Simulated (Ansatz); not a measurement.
# Puckered SnSe monolayer in a perpendicular field

Aim: how the puckered SnSe monolayer screens a field along its normal, and what the field does to its bands. A positive field points along +c.

Main program and level: Ansatz 0.2.0; plane-wave DFT, PBE-D3(BJ), Ansatz PAW (set soft_1); PAW set soft_1.

### Step 1. The starting structure

The cell holds 4 atoms: 2 Sn and 2 Se. Its edges and angles: a = 4.400 Å, b = 4.290 Å, c = 36.594 Å, α = 90.0°, β = 90.0°, γ = 90.0°. Vacuum lies along c.

### Step 2. Relaxing the slab

The starting cell is a guess, so the in-plane lattice and the atoms are relaxed first, with the slab cut off from its images along the normal.

The input, input.yaml:

```yaml
crystal:
  lattice:
    - [4.4, 0.0, 0.0]
    - [0.0, 4.29, 0.0]
    - [0.0, 0.0, 36.5935999985]
  atoms:
    - { symbol: Sn, position: [0.06, 0.0, 0.461829391] }
    - { symbol: Se, position: [0.44, 0.5, 0.4645621092] }
    - { symbol: Se, position: [0.94, 0.0, 0.5354378908] }
    - { symbol: Sn, position: [0.56, 0.5, 0.538170609] }
  periodic: [true, true, false]
kpoints:
  mp_grid: { grid: [8, 8, 1] }
hamiltonian:
  xc: pbe
  dispersion: d3bj
  pseudopotentials: { kind: paw, azcp: { folder: soft_1 } }
scf:
  occupations: { method: fermi_dirac, width: 0.05 }
  convergence: { dr2_threshold: 1.0e-09 }
relax:
  f_tol: 0.004
  max_steps: 90
  cell: {}
output:
  write_potential: true
  write_density: true
  volumetric_format: npy
```

Started as:

```
$ ansatz run input.yaml --threads 2 --pin off --max-ram 3072MiB --backend cpu --events-out ev --progress --plain --runs-dir out
```

Numbers of over 12 decimals in the logs are rounded to 6 here.

The log of the run:

```text
Warning: relax.cell: scf.convergence.dr2_threshold = 1e-9 eV is looser than the 2.44384949048e-10 eV advised for a relaxation that steers and ends on the stress (1e-10 eV for each atom of the cell: 4, times the square of relax.cell.stress_2d_tol = 0.05 N/m over 12.8 Å (the atoms' height at the walk's start and 5 Å past either face), 3.908e-2 GPa, over a crystal's default 0.05). What an SCF threshold leaves in a stress goes as its square root, and in the free energy as the threshold itself, and one threshold admits the most on a small cell: [figures from the program's tests cut] Set scf.convergence.dr2_threshold to 2.44384949048e-10 eV or tighter. [rest of the remark cut]
Engine: ansatz 0.2.0, aarch64-unknown-linux-gnu
Pseudopotentials: kind: paw
Pseudopotential: Sn, paw, valence charge 14, recommended cutoff 420 eV (normal), soft_1/Sn.paw.azcp
Pseudopotential: Se, paw, valence charge 16, recommended cutoff 420 eV (normal), soft_1/Se.paw.azcp
Functional definition: PBE
  parameter kappa = 0.804
  parameter beta = 0.066725
  exchange = pbe_x(kappa = kappa, mu = beta*pi^2/3)
  correlation = pbe_c(beta = beta)
Crystal: 4 atoms, lattice volume = 690.741 Å³
Basis set: ecut = 420 eV, 13555 PW (Γ), exchange–correlation on 60×60×500 points (8 copies of the dense FFT grid, shifted against one another)
Bands: 36, of which v1, the nominal top of the filled ones, is band 30 counted from 1 (29 counted from 0)
Symmetry: 4 space group operations
Space group: Pmn21 (ITA 31), of the structure as read, at distance tolerance 8.8e-5 Å
k-points: 25 of 64 (time reversal used)
Non-local potential: Sn, projectors of the file, l = 0: 2, l = 1: 2, l = 2: 2, l = 3: 1
Non-local potential: Se, projectors of the file, l = 0: 2, l = 1: 2, l = 2: 3, l = 3: 1
PAW form: soft (Blöchl's): semilocal exchange-correlation on the pseudo side does not see the compensation charge
PAW one-centre angular grid: Sn, 590 points (default); XC on 64 Gauss nodes
PAW one-centre angular grid: Se, 590 points (default); XC on 64 Gauss nodes
Initial density: superposition of atomic densities (neutral atoms: chi_scale 0, normalization atom)
Initial wavefunctions: pseudopotential atomic-orbital guess
Functional: x = pbe(κ = 0.804, μ = 0.219515), c = pbe(β = 0.066725)
iter 1 solved again at ethr=2.83e-3 eV; its pass at ethr=3.10e-3 eV (dr2=1.70e0 eV) is discarded
SCF iter   1: F=—  HF=-22989.583026 eV  |F-HF|=—  |Δ(HF+E_count)|=         —  Δρ=1.09e-2  dr2=1.71e0  ethr=2.83e-3  ⟨swp⟩=1.4  Hψ=6016  notcnv=0
preconditioner: auto → Resta (q_TF=auto, 1.816 Å⁻¹)  ε∞=1.5  [insulator: Δε(μ)=1.624 eV  Ē_g=8.818 eV  σ=0.050 eV  W_gap=1.00  n_scr=72 (ndim 8)  ℏωp=6.3 eV  f_vac=0.796  D(μ)=0.00/eV (n_scr^D=0)  ε∞_Penn≈1.5  vacuum switching on, ρ_ref=5.6e-3 e/Å³]
SCF iter   2: F=—  HF=-22989.132394 eV  |F-HF|=—  |Δ(HF+E_count)|=   4.51e-1  Δρ=4.55e-3  dr2=1.28e-1  ethr=2.83e-3  ⟨swp⟩=4.2  Hψ=1858  notcnv=0  defer=10
SCF iter   3: F=—  HF=-22989.112669 eV  |F-HF|=—  |Δ(HF+E_count)|=   1.97e-2  Δρ=2.20e-3  dr2=3.19e-2  ethr=2.14e-4  ⟨swp⟩=3.2  Hψ=2172  notcnv=0  defer=31
SCF iter   4: F=—  HF=-22989.114722 eV  |F-HF|=—  |Δ(HF+E_count)|=   2.05e-3  Δρ=8.45e-4  dr2=7.01e-3  ethr=5.32e-5  ⟨swp⟩=3.0  Hψ=1298  notcnv=0  defer=31
SCF iter   5: F=—  HF=-22989.114144 eV  |F-HF|=—  |Δ(HF+E_count)|=   5.78e-4  Δρ=1.81e-4  dr2=2.97e-4  ethr=1.17e-5  ⟨swp⟩=3.4  Hψ=1624  notcnv=0  defer=31
SCF iter   6: F=—  HF=-22989.114177 eV  |F-HF|=—  |Δ(HF+E_count)|=   3.30e-5  Δρ=5.73e-5  dr2=1.49e-5  ethr=4.95e-7  ⟨swp⟩=3.0  Hψ=1762  notcnv=0  defer=31
SCF iter   7: F=—  HF=-22989.114204 eV  |F-HF|=—  |Δ(HF+E_count)|=   2.68e-5  Δρ=1.08e-5  dr2=8.02e-7  ethr=2.49e-8  ⟨swp⟩=3.2  Hψ=1477  notcnv=0  defer=31
SCF iter   8: F=—  HF=-22989.114162 eV  |F-HF|=—  |Δ(HF+E_count)|=   4.25e-5  Δρ=2.32e-6  dr2=2.59e-8  ethr=1.34e-9  ⟨swp⟩=3.2  Hψ=1682  notcnv=0  defer=30
SCF iter   9: F=—  HF=-22989.114162 eV  |F-HF|=—  |Δ(HF+E_count)|=   4.93e-8  Δρ=4.75e-7  dr2=1.61e-9  ethr=4.31e-11  ⟨swp⟩=3.0  Hψ=1790  notcnv=0  defer=30
SCF iter  10: F=-22989.114162 eV  HF=-22989.114162 eV  |F-HF|=5.24e-10  |Δ(HF+E_count)|=  5.57e-10  Δρ=1.38e-7  dr2=1.65e-10  ethr=1.67e-12  ⟨swp⟩=11.6  Hψ=6321  notcnv=0
SCF 1 converged in 10 iterations: F = -22989.114162 eV  dr2 = 1.65e-10
  greatest PAW one-centre occupation: 1.000 electrons in one spin orbital (limit 2), on the Se atom at site 2 (counted from 0), in its partial waves of l = 2
relax step   1: F+E_penalty+E_count = -22989.11416163 eV  Δ(F+E_penalty+E_count) = +0.000e0 eV  max|allowed force component| = 7.008e-1 eV/Å  Δτ_max = 0.0000 Å  P = +2.209 N/m  Ω = 690.741 Å³  fix = [c, alpha, beta]  reactions: c +0.000 N/m  (10 SCF iters, accepted)
Crystal: 4 atoms, lattice volume = 695.726 Å³
Basis set: ecut = 420 eV, 13639 PW (Γ), exchange–correlation on 60×60×500 points (8 copies of the dense FFT grid, shifted against one another)
Initial density: handed on by an earlier stage of this run
Initial wavefunctions: those handed on with the density
iter 1 solved again at ethr=2.55e-4 eV; its pass at ethr=3.10e-3 eV (dr2=1.53e-1 eV) is discarded
SCF iter   1: F=—  HF=-22989.252159 eV  |F-HF|=—  |Δ(HF+E_count)|=         —  Δρ=3.52e-3  dr2=1.58e-1  ethr=2.55e-4  ⟨swp⟩=2.4  Hψ=5456  notcnv=0
preconditioner: auto → Resta (q_TF=auto, 1.813 Å⁻¹)  ε∞=1.6  [insulator: Δε(μ)=1.247 eV  Ē_g=8.114 eV  σ=0.050 eV  W_gap=1.00  n_scr=72 (ndim 8)  ℏωp=6.3 eV  f_vac=0.800  D(μ)=0.00/eV (n_scr^D=0)  ε∞_Penn≈1.6  vacuum switching on, ρ_ref=4.8e-3 e/Å³]
SCF iter   2: F=—  HF=-22989.220970 eV  |F-HF|=—  |Δ(HF+E_count)|=   3.12e-2  Δρ=1.95e-3  dr2=2.64e-2  ethr=2.55e-4  ⟨swp⟩=4.6  Hψ=1873  notcnv=0
SCF iter   3: F=—  HF=-22989.219453 eV  |F-HF|=—  |Δ(HF+E_count)|=   1.52e-3  Δρ=8.44e-4  dr2=5.55e-3  ethr=4.40e-5  ⟨swp⟩=3.6  Hψ=1960  notcnv=0
SCF iter   4: F=—  HF=-22989.219609 eV  |F-HF|=—  |Δ(HF+E_count)|=   1.57e-4  Δρ=1.86e-4  dr2=2.63e-4  ethr=9.25e-6  ⟨swp⟩=2.5  Hψ=1395  notcnv=0
SCF iter   5: F=—  HF=-22989.219672 eV  |F-HF|=—  |Δ(HF+E_count)|=   6.23e-5  Δρ=5.62e-5  dr2=1.69e-5  ethr=4.39e-7  ⟨swp⟩=3.0  Hψ=1530  notcnv=0
SCF iter   6: F=—  HF=-22989.219685 eV  |F-HF|=—  |Δ(HF+E_count)|=   1.31e-5  Δρ=1.83e-5  dr2=2.41e-6  ethr=2.82e-8  ⟨swp⟩=3.5  Hψ=1872  notcnv=0
SCF iter   7: F=—  HF=-22989.219640 eV  |F-HF|=—  |Δ(HF+E_count)|=   4.43e-5  Δρ=4.33e-6  dr2=1.39e-7  ethr=4.02e-9  ⟨swp⟩=2.7  Hψ=1720  notcnv=0
SCF iter   8: F=—  HF=-22989.219640 eV  |F-HF|=—  |Δ(HF+E_count)|=   6.07e-8  Δρ=1.30e-6  dr2=8.69e-9  ethr=2.32e-10  ⟨swp⟩=3.7  Hψ=2066  notcnv=0
[...]
SCF 3 converged in 8 iterations: F = -22989.268645 eV  dr2 = 4.54e-10
  Residual-converged pass: ⟨swp⟩=1.1  Hψ=1002  notcnv=0  max |occ|·‖R‖ = 7.1e-9 eV (tolerance 1.0e-8 eV)  dr2=4.54e-10  dr2_onsite=9.23e-11  max |Δocc| = 1.8e-15
  greatest PAW one-centre occupation: 1.000 electrons in one spin orbital (limit 2), on the Se atom at site 1 (counted from 0), in its partial waves of l = 2
relax step   3: F+E_penalty+E_count = -22989.26864468 eV  Δ(F+E_penalty+E_count) = -4.900e-2 eV  max|allowed force component| = 4.165e-2 eV/Å  Δτ_max = 0.0930 Å  P = +0.155 N/m  Ω = 696.399 Å³  energy of the carried Pulay correction = -7.060e-5 eV  fix = [c, alpha, beta]  reactions: c +0.000 N/m  (8 SCF iters, accepted)
[...]
relax step   4: F+E_penalty+E_count = -22989.27110135 eV  Δ(F+E_penalty+E_count) = -2.457e-3 eV  max|allowed force component| = 2.209e-2 eV/Å  Δτ_max = 0.0199 Å  P = +0.102 N/m  Ω = 700.293 Å³  energy of the carried Pulay correction = -1.189e-4 eV  fix = [c, alpha, beta]  reactions: c +0.000 N/m  (7 SCF iters, accepted)
[...]
relax step   5: F+E_penalty+E_count = -22989.27232937 eV  Δ(F+E_penalty+E_count) = -1.228e-3 eV  max|allowed force component| = 5.677e-3 eV/Å  Δτ_max = 0.0095 Å  P = +0.011 N/m  Ω = 702.936 Å³  energy of the carried Pulay correction = -1.515e-4 eV  fix = [c, alpha, beta]  reactions: c +0.000 N/m  (7 SCF iters, accepted)
[...]
relax step   6: F+E_penalty+E_count = -22989.27256542 eV  Δ(F+E_penalty+E_count) = -2.361e-4 eV  max|allowed force component| = 1.912e-3 eV/Å  Δτ_max = 0.0043 Å  P = +0.017 N/m  Ω = 703.181 Å³  energy of the carried Pulay correction = -1.545e-4 eV  fix = [c, alpha, beta]  reactions: c +0.000 N/m  (7 SCF iters, accepted)
Basis set: ecut = 420 eV, 13775 PW (Γ), exchange–correlation on 64×60×500 points (8 copies of the dense FFT grid, shifted against one another)
Initial wavefunctions: pseudopotential atomic-orbital guess (no wavefunctions were taken with the density)
iter 1 solved again at ethr=9.25e-7 eV; its pass at ethr=3.10e-3 eV (dr2=5.55e-4 eV) is discarded
SCF iter   1: F=—  HF=-22989.260909 eV  |F-HF|=—  |Δ(HF+E_count)|=         —  Δρ=1.63e-4  dr2=4.67e-6  ethr=9.25e-7  ⟨swp⟩=6.0  Hψ=7926  notcnv=0
preconditioner: auto → Resta (q_TF=auto, 1.810 Å⁻¹)  ε∞=1.6  [insulator: Δε(μ)=1.244 eV  Ē_g=8.233 eV  σ=0.050 eV  W_gap=1.00  n_scr=72 (ndim 8)  ℏωp=6.3 eV  f_vac=0.805  D(μ)=0.00/eV (n_scr^D=0)  ε∞_Penn≈1.6  vacuum switching on, ρ_ref=4.9e-3 e/Å³]
SCF iter   2: F=—  HF=-22989.268576 eV  |F-HF|=—  |Δ(HF+E_count)|=   7.67e-3  Δρ=8.14e-5  dr2=1.12e-6  ethr=7.79e-9  ⟨swp⟩=4.2  Hψ=1796  notcnv=0
SCF iter   3: F=—  HF=-22989.272413 eV  |F-HF|=—  |Δ(HF+E_count)|=   3.84e-3  Δρ=1.43e-5  dr2=2.32e-7  ethr=1.87e-9  ⟨swp⟩=3.2  Hψ=1382  notcnv=0
SCF iter   4: F=—  HF=-22989.272672 eV  |F-HF|=—  |Δ(HF+E_count)|=   2.60e-4  Δρ=3.39e-6  dr2=1.63e-8  ethr=3.87e-10  ⟨swp⟩=3.9  Hψ=1777  notcnv=0
iter 5 met the thresholds in force, and the SCF goes on: an eigenvalue changes by 16.13 meV, over its tolerance of 1.09 meV (output.eigenvalues, Limitations)
SCF iter   5: F=-22989.272707 eV  HF=-22989.272705 eV  |F-HF|=2.53e-6  |Δ(HF+E_count)|=   3.22e-5  Δρ=5.89e-7  dr2=8.37e-10  ethr=1.67e-12  ⟨swp⟩=16.4  Hψ=8099  notcnv=0
iter 6 met the thresholds in force, and the SCF goes on: an eigenvalue changes by 4.08 meV, over its tolerance of 1.06 meV (output.eigenvalues, Limitations)
SCF iter   6: F=-22989.272707 eV  HF=-22989.272707 eV  |F-HF|=1.90e-7  |Δ(HF+E_count)|=   2.35e-6  Δρ=1.48e-7  dr2=2.20e-10  ethr=1.40e-12  ⟨swp⟩=8.3  Hψ=5651  notcnv=0
Mixer restart at iter 6: flushing history
SCF iter   7: F=-22989.272707 eV  HF=-22989.272707 eV  |F-HF|=7.46e-10  |Δ(HF+E_count)|=   1.90e-7  Δρ=2.16e-7  dr2=9.60e-10  ethr=1.00e-12  ⟨swp⟩=9.3  Hψ=5826  notcnv=0
SCF 7 converged in 7 iterations: F = -22989.272707 eV  dr2 = 9.60e-10
relax step   7: F+E_penalty+E_count = -22989.27270717 eV  Δ(F+E_penalty+E_count) = -1.417e-4 eV  max|allowed force component| = 1.861e-3 eV/Å  Δτ_max = 0.0000 Å  P = +0.016 N/m  Ω = 703.181 Å³  fix = [c, alpha, beta]  reactions: c +0.000 N/m  stress off target by 3.03e-2 N/m on what of the cell is left free  SCF on the basis re-selected at this cell (its energy is not comparable with the rows above)  (7 SCF iters)
basis re-selected at this cell: Δ(F+E_penalty+E_count) = -1.417e-4 eV, ΔP = -0.001 N/m vs the last step (what re-selecting the basis moved, of the pressure what is left beyond the Pulay correction that the steps carried, after the strain that the cell walked since its last selection, with what the two solves' SCF thresholds leave and, on support functions, any second-order correction that the steps lacked; it is no measure of the basis error at this ecutwfc). The dense FFT grid was sized anew with the basis: this SCF ran on 32×30×250 points, the steps before it on 30×30×250, so part of this shift can come from that change (see relax.cell in the input reference). [rest of the remark cut]
SCF converged after 7 iterations
an eigenvalue changed by more than its tolerance at an iteration that met the thresholds in force, so the SCF went on 2 times, its first undamped step at iteration 6: the last check found none over its tolerance
Free energy (F): -22989.272707 eV
Harris-Foulkes:  -22989.272707 eV  (|F-HF|=7.46e-10)
Internal energy: -22989.272707 eV  (E = F + TS)
E sigma→0 (E₀):  -22989.272707 eV
Entropy (-TS):   -0.000000 eV (-0.000 meV/atom)
Fermi energy:    -3.903862 eV
--- Per-component energies (eV) ---
  E_band       = -1734.068370
  E_kinetic    = 551.763418
  E_local      = -134896.728743  (includes V_loc(G=0)·N_el)
  E_nonlocal   = -418.309866
  E_hartree    = 67193.799011
  E_xc         = -420.429245
  E_vxc        = -338.643969  (∫ρ·V_xc dr)
  E_paw        = -12996.538563  (= ΣΔE_a)
  E_vpaw       = -1019.751185  (= ΣTr[D̂ρ^β])
  E_aug_tail   = -0.000145  (compensation charges beyond the density's cutoff)
  E_ewald      = 57998.118813
  E_disp       = -0.947385  (pairwise vdW)
  E_smearing   = -0.000000  (= −TS)
  E_closure    = -0.000000  (closes the sum)
  Σ components = -22989.272707   (vs F -22989.272707, Δ=0.00e0)
--- Forces (eV/Å), atoms counted from 1 ---
  atom   1  Sn    -0.00186083    -0.00000000    -0.00119776
  atom   2  Se     0.00186106     0.00000000     0.00166552
  atom   3  Se     0.00186106     0.00000000    -0.00166552
  atom   4  Sn    -0.00186083    -0.00000000     0.00119776
  max |Σ_I F_I| component: 4.55e-7 eV/Å
--- 2D stress c σ (N/m, compression-positive) ---
        0.030333      -0.000000       0.000000
       -0.000000       0.002126       0.000000
        0.000000       0.000000       0.000000
  P = ½ c Tr σ = 0.0162 N/m
--- Band table (eV; the first three rows and the last of 25) ---
  k-point 0: bands = [... 26 lower, -7.3111, -6.1189, -6.1105, -4.8107, -2.9551, -1.3298, -0.8948, -0.5850, ... 2 higher]
  k-point 1: bands = [... 26 lower, -7.1636, -6.1411, -5.8153, -4.8816, -2.8733, -1.2728, -1.0580, -0.9982, ... 2 higher]
  k-point 2: bands = [... 26 lower, -6.8256, -6.0388, -5.3060, -5.1094, -2.6009, -2.4068, -1.6910, -1.1679, ... 2 higher]
  k-point 24: bands = [... 26 lower, -7.5933, -7.5933, -6.0050, -6.0050, -1.2323, -1.2323, 0.1319, 0.1319, ... 2 higher]
  the weakly bound empty levels are not read free of the cell's end (no_gap_told)
--- Relaxed structure (6 steps of the walk, 6 accepted, 1 SCFs on fresh bases) ---
  F+E_penalty+E_count = -22989.27270717 eV   max|allowed force component| = 1.861e-3 eV/Å   (the final SCF, on the basis selected at the relaxed cell)
  cell:  # Å, volume = 703.1811 Å³
    - [4.503597, 0.0, 0.0]
    - [0.0, 4.266802, 0.0]
    - [0.0, 0.0, 36.5935999985]
  atoms:
    - { symbol: Sn, position: [0.038314, 0.0, 0.460858] }
    - { symbol: Se, position: [0.461686, 0.500000, 0.465267] }
    - { symbol: Se, position: [0.961686, 0.0, 0.534733] }
    - { symbol: Sn, position: [0.538314, 0.500000, 0.539142] }
```

Run time: 3.5 min. Hardware: 2 threads of Arm Neoverse V1, shared host; peak memory 1 GiB.

The steps of the relaxation:

```csv
step,energy less that of the first step (eV),largest force component (eV/Å),volume (Å³)
1,0.0000,0.7008,690.74
2,-0.1055,0.4565,695.73
3,-0.1545,0.0416,696.40
4,-0.1569,0.0221,700.29
5,-0.1582,0.0057,702.94
6,-0.1584,0.0019,703.18
7*,-0.1585,0.0019,703.18
```

Relaxation steps marked * repeat the geometry before them on a plane-wave basis chosen anew for their cell, so energy and pressure can jump there.

The run keeps the 4 symmetry operations that it works with, so distortions that break them were not tested.

```csv
cell as run,before,after,change
a (Å),4.400,4.504,+2.4 %
b (Å),4.290,4.267,-0.5 %
```

The atoms that moved most (Å, along periodic axes as changes of fractional coordinates times the final cell, across vacuum about the mean position):

```csv
atom,dx,dy,dz,length
Sn4,-0.098,0.000,0.036,0.104
Sn1,-0.098,0.000,-0.036,0.104
Se3,0.098,0.000,-0.026,0.101
Se2,0.098,0.000,0.026,0.101
```

Final coordinates:

```xyz
4
Lattice="4.5036 0.0000 0.0000 0.0000 4.2668 0.0000 0.0000 0.0000 36.5936" Properties=species:S:1:pos:R:3
Sn    0.1726    0.0000   16.8644
Se    2.0792    2.1334   17.0258
Se    4.3310    0.0000   19.5678
Sn    2.4243    2.1334   19.7292
```

The lattice constant a goes from 4.400 to 4.504 Å.

[end of part 1 of 2]

[Logs are printed without paths, hosts, clocks, repeated set-up lines and the standing remarks that a program may print on its own settings, such as how far it seeks lower states.]

[Hosts, paths, dates, database ids (printed as entryN), source tags and the programs' standing remarks are cut or masked in the printed files.]

[Maps of the electrostatic potential energy from Ansatz leave out the sawtooth potential of an applied field or a dipole correction, so their vacuum need not be flat; planar profiles and work functions include it.]
